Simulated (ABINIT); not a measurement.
# CsAuBr3 (I4/mmm): one start, several treatments of the self-energy

Aim: compare treatments of exchange, screening and correlation for the gap of CsAuBr3 (I4/mmm).

Calculated with ABINIT 10.8.3; LDA and many-body steps on it, plane waves.

Report form: the programs' logs are mostly left out.

### Step 1. Set-up

The structure is tetragonal, space group I4/mmm (No. 139). The conventional cell has a = 7.759 Å, b = 7.759 Å, c = 11.308 Å, α = 90.00°, β = 90.00°, γ = 90.00°. Nearest to Cs lie 12 Br at 3.90 to 3.95 Å. Nearest to Au lie 4 Br at 2.44 Å. Nearest to Au lie 6 Br at 2.40 to 3.05 Å. Br has 2 Au at 2.44 to 3.05 Å and 4 Cs at 3.95 Å nearest. Br has 2 Au at 2.40 to 3.25 Å and 4 Cs at 3.90 Å nearest. Farther neighbours and most contacts between anions are not listed.

Coordinates:

```cif
data_structure
_symmetry_space_group_name_H-M 'P 1'
_symmetry_Int_Tables_number 1
_cell_length_a 7.8784
_cell_length_b 7.8784
_cell_length_c 7.8784
_cell_angle_alpha 120.999
_cell_angle_beta 120.999
_cell_angle_gamma 88.279
_cell_volume 340.40
loop_
_atom_site_label
_atom_site_type_symbol
_atom_site_fract_x
_atom_site_fract_y
_atom_site_fract_z
_atom_site_occupancy
Cs1 Cs 0.75000 0.25000 0.50000 1
Cs2 Cs 0.25000 0.75000 0.50000 1
Au3 Au 0.00000 0.00000 0.00000 1
Au4 Au 0.50000 0.50000 0.00000 1
Br5 Br 0.22200 0.22200 0.44400 1
Br6 Br 0.22200 0.77800 0.00000 1
Br7 Br 0.77800 0.77800 0.55600 1
Br8 Br 0.77800 0.22200 0.00000 1
Br9 Br 0.71220 0.71220 0.00000 1
Br10 Br 0.28780 0.28780 0.00000 1
```

The cell and positions come from the Crystallography Open Database and are kept as given unless a step says otherwise. Spin-orbit coupling is left out unless a step names it.

### Step 2. Empty states on the mesh, 2×2×2 mesh, 471 bands

This step: ABINIT 10.8.3; DFT, LDA, plane waves, norm-conserving pseudopotentials.

The sums over transitions need many empty states on a uniform mesh; this step solves for them.

run.abi

```
acell 3*1.0 Angstrom
rprim 
  -3.879600000000 3.879600000000 5.653950000000
  3.879600000000 -3.879600000000 5.653950000000
  3.879600000000 3.879600000000 -5.653950000000
ntypat 3
znucl 55 79 35
natom 10
typat 1 1 2 2 3 3 3 3 3 3
xred 
  0.750000000000 0.250000000000 0.500000000000
  0.250000000000 0.750000000000 0.500000000000
  0.000000000000 0.000000000000 0.000000000000
  0.500000000000 0.500000000000 0.000000000000
  0.222000000000 0.222000000000 0.444000000000
  0.222000000000 0.778000000000 0.000000000000
  0.778000000000 0.778000000000 0.556000000000
  0.778000000000 0.222000000000 0.000000000000
  0.712200000000 0.712200000000 0.000000000000
  0.287800000000 0.287800000000 0.000000000000
pp_dirpath "pseudos"
pseudos "Cs.upf, Au.upf, Br.upf"
ecut 28
ngkpt 2 2 2
nshiftk 1
shiftk 0 0 0
kptopt 1
chksymbreak 0
iscf -2
irdden 1
istwfk *1
nband 471
nbdbuf 42
tolwfr 1e-09
nstep 60
prtvol 0
indata_prefix "in"
outdata_prefix "out"
tmpdata_prefix "tmp"
```

Command:

```sh
$ OMP_NUM_THREADS=1 mpirun -n 4 abinit run.abi > log
```

Wall time 14 min (4 MPI ranks of Intel Xeon Platinum 8488C (Sapphire Rapids), shared host); peak memory 1 GiB.

This step gave:

```yaml
gap: 0.9502 eV
k_of_the_valence_top: 0.5, 0, 0
k_of_the_conduction_bottom: 0.5, 0, 0
least_direct_gap: 0.9502 eV
k_points_computed: 4
lowest_point_of_the_top_converged_band_above_the_valence_top: 56.5567 eV
```

On this mesh the gap is 0.950 eV.

The density comes from a self-consistent run that is not shown.

### Step 3. Screening, 2×2×2 mesh, 204 bands, screening to 114.3 eV

The RPA dielectric matrix is built and inverted for each q.

This step: RPA screening on LDA, plane waves, norm-conserving pseudopotentials.

run.abi, as its differences from that of step 2:

```diff
@@ -28,10 +28,11 @@
 chksymbreak 0
-iscf -2
-irdden 1
 istwfk *1
-nband 471
-nbdbuf 42
-tolwfr 1e-09
-nstep 60
-prtvol 0
+occopt 1
+irdwfk 1
+optdriver 3
+nband 204
+ecuteps 4.2
+inclvkb 2
+awtr 1
+symchi 1
 indata_prefix "in"
```

Elapsed: 5.5 min, on 4 MPI ranks; peak memory 4 GiB.

This step gave:

```yaml
eps_infinity_with_local_fields_on_this_mesh_along_the_program_s_q_direction: 21.14
the_same_without_local_fields: 25.74
plasma_frequency: 19.92 eV
plane_waves_in_the_screening_matrix: 941
```

Local fields lower ε∞ by 18 %. On a Γ-centred mesh this coarse the value itself is usually too large, while a short band sum pulls it down.

### Step 4. G0W0, Godby-Needs plasmon pole

The self-energy is evaluated for the states that the input lists, and the levels follow from it, in one-shot runs by the linearised quasiparticle equation.

This step: G0W0 on LDA, plane waves, norm-conserving pseudopotentials.

run.abi, as its differences from that of step 3:

```diff
@@ -31,8 +31,17 @@
 irdwfk 1
-optdriver 3
+optdriver 4
 nband 204
+gwcalctyp 0
+ecutsigx 28
+symsigma 1
+nkptgw 2
+kptgw 
+  0.5000000000 0.0000000000 0.0000000000
+  0.0000000000 0.0000000000 0.0000000000
+bdgw 
+  48 51
+  48 51
 ecuteps 4.2
-inclvkb 2
-awtr 1
-symchi 1
+irdscr 1
+ppmodel 1
 indata_prefix "in"
```

The job ended after 1.8 min (4 MPI ranks; peak memory 8.7 GiB).

Numbers from this step:

```
G0W0 gap on the points computed              : 1.714 eV
starting gap on the mesh                     : 0.9502 eV
k of the valence top                         : 0.5, 0, 0
k of the conduction bottom                   : 0.5, 0, 0
Z at the valence top                         : 0.777
Z at the conduction bottom                   : 0.781
least direct G0W0 gap on the computed points : 1.714 eV
```

The gap on the mesh goes from 0.95 eV to 1.71 eV, a correction of +0.76 eV.

### Step 5. G0W0, Hybertsen-Louie plasmon pole

run.abi, as its differences from that of step 4:

```diff
@@ -45,3 +45,3 @@
 irdscr 1
-ppmodel 1
+ppmodel 2
 indata_prefix "in"
```

Elapsed: 1.8 min, on 4 MPI ranks; peak memory 8.6 GiB; 7.1 min of CPU time.

Numbers from this step:

```yaml
g0w0_gap_on_the_points_computed: 1.845 eV
starting_gap_on_the_mesh: 0.9502 eV
k_of_the_valence_top: 0.5, 0, 0
k_of_the_conduction_bottom: 0.5, 0, 0
z_at_the_valence_top: 0.84
z_at_the_conduction_bottom: 0.843
least_direct_g0w0_gap_on_the_computed_points: 1.845 eV
```

Against G0W0 in ABINIT (2×2×2 mesh, 204 bands, screening to 114.3 eV, Godby-Needs plasmon pole), the gap moves by +0.131 eV.

### Step 6. G0W0, von der Linden-Horsch plasmon pole

run.abi, as its differences from that of step 5:

```diff
@@ -45,3 +45,3 @@
 irdscr 1
-ppmodel 2
+ppmodel 3
 indata_prefix "in"
```

Wall time 1.7 min (4 MPI ranks); peak memory 8.4 GiB.

Numbers from this step:

* G0W0 gap on the points computed: 1.829 eV
* starting gap on the mesh: 0.9502 eV
* k of the valence top: 0.5, 0, 0
* k of the conduction bottom: 0.5, 0, 0
* least direct G0W0 gap on the computed points: 1.829 eV

Against G0W0 in ABINIT (2×2×2 mesh, 204 bands, screening to 114.3 eV, Godby-Needs plasmon pole), the gap moves by +0.115 eV.

### Step 7. One-shot Hartree-Fock

This step: one-shot Hartree-Fock on LDA, plane waves, norm-conserving pseudopotentials.

run.abi, as its differences from that of step 6:

```diff
@@ -32,4 +32,4 @@
 optdriver 4
-nband 204
-gwcalctyp 0
+nband 53
+gwcalctyp 5
 ecutsigx 28
@@ -43,5 +43,4 @@
   48 51
-ecuteps 4.2
-irdscr 1
-ppmodel 3
+ixc_sigma 40
+fftgw 31
 indata_prefix "in"
```

Elapsed: 37 s, on 4 MPI ranks; peak memory 7.8 GiB.

This step gave:

| Quantity | Value |
| --- | --- |
| quasiparticle gap on the points computed | 5.791 eV |
| starting gap on the mesh | 0.9502 eV |
| k of the valence top | 0.5, 0, 0 |
| k of the conduction bottom | 0.5, 0, 0 |
| least direct quasiparticle gap on the computed points | 5.791 eV |

Against G0W0 in ABINIT (2×2×2 mesh, 204 bands, screening to 114.3 eV, Godby-Needs plasmon pole), the gap moves by +4.077 eV.

### Step 8. The runs together

Times are wall times on 4 MPI ranks of Intel Xeon Platinum 8488C (Sapphire Rapids), shared host, good to a factor of about two. A run's time includes the screening step that it read.

```tsv
run	mesh	bands	screening cutoff (eV)	DFT gap (eV)	gap on the mesh (eV)	direct (eV)	ε∞ used	time
G0W0, Godby-Needs plasmon pole	2×2×2	204	114.3	0.950	1.714	1.714	21.14	7.3 min
G0W0, Hybertsen-Louie plasmon pole	2×2×2	204	114.3	0.950	1.845	1.845	21.14	7.3 min
G0W0, von der Linden-Horsch plasmon pole	2×2×2	204	114.3	0.950	1.829	1.829	21.14	7.2 min
one-shot Hartree-Fock	2×2×2	-	-	0.950	5.791	5.791	-	37 s
```

### Step 9. What came out

* G0W0, Godby-Needs plasmon pole: 1.714 eV
* G0W0, Hybertsen-Louie plasmon pole: 1.845 eV
* G0W0, von der Linden-Horsch plasmon pole: 1.829 eV
* one-shot Hartree-Fock: 5.791 eV
* known limits: not at the basis limit; d shell near the gap, gap tends to lie low; no spin-orbit coupling; coarse k mesh

G0W0, Hybertsen-Louie plasmon pole: +0.131 eV against G0W0, Godby-Needs plasmon pole. G0W0, von der Linden-Horsch plasmon pole: +0.115 eV against G0W0, Godby-Needs plasmon pole. One-shot Hartree-Fock: +4.077 eV against G0W0, Godby-Needs plasmon pole. Bare exchange alone opens the gap to 5.79 eV; against G0W0, correlation takes back 4.08 eV. Bands and cutoff are finite, so the gap is not at the basis limit. The miss can reach some tenths of an eV and take either sign; the mesh is an error of its own. In the G0W0 runs levels were corrected at 2 k points alone, so a gap called «on the mesh» is the least over those, and an edge elsewhere would be missed. A denser mesh or path gives a starting gap of 0.88 eV: the GW mesh misses a band edge, so its gaps are not the fundamental one. The 2×2×2 mesh is coarse for this cell, which bears on the long-range parts of exchange and screening. A d shell, filled or nearly so, lies near the gap. One-shot GW converges very slowly in bands there, not always from below, and on a semilocal start the gap tends to come out low; starts rich in exact exchange can overshoot instead. The many-body steps are scalar-relativistic: spin-orbit coupling is not in them.

[Paths, hosts, dates, memory and timing lines, banners, echoed tables and standing remarks are left out of the program output.]

[Logs are printed without paths, hosts, clocks, repeated set-up lines and the standing remarks that a program may print on its own settings, such as how far it seeks lower states.]

[Runs of the session that timed out or met a known fault of the program may be left out.]

[Hosts, paths, dates, database ids (printed as entryN), source tags and the programs' standing remarks are cut or masked in the printed files.]

[G0W0 gaps are taken among the corrected bands and points alone; a level outside them can change the order at an edge.]

[Where Ansatz stands beside ABINIT at settings called matched, ABINIT's density can come from a denser mesh and the files from another edition; pairs whose starting gaps differed by over 0.03 eV were left out, so agreement reads better than it is.]
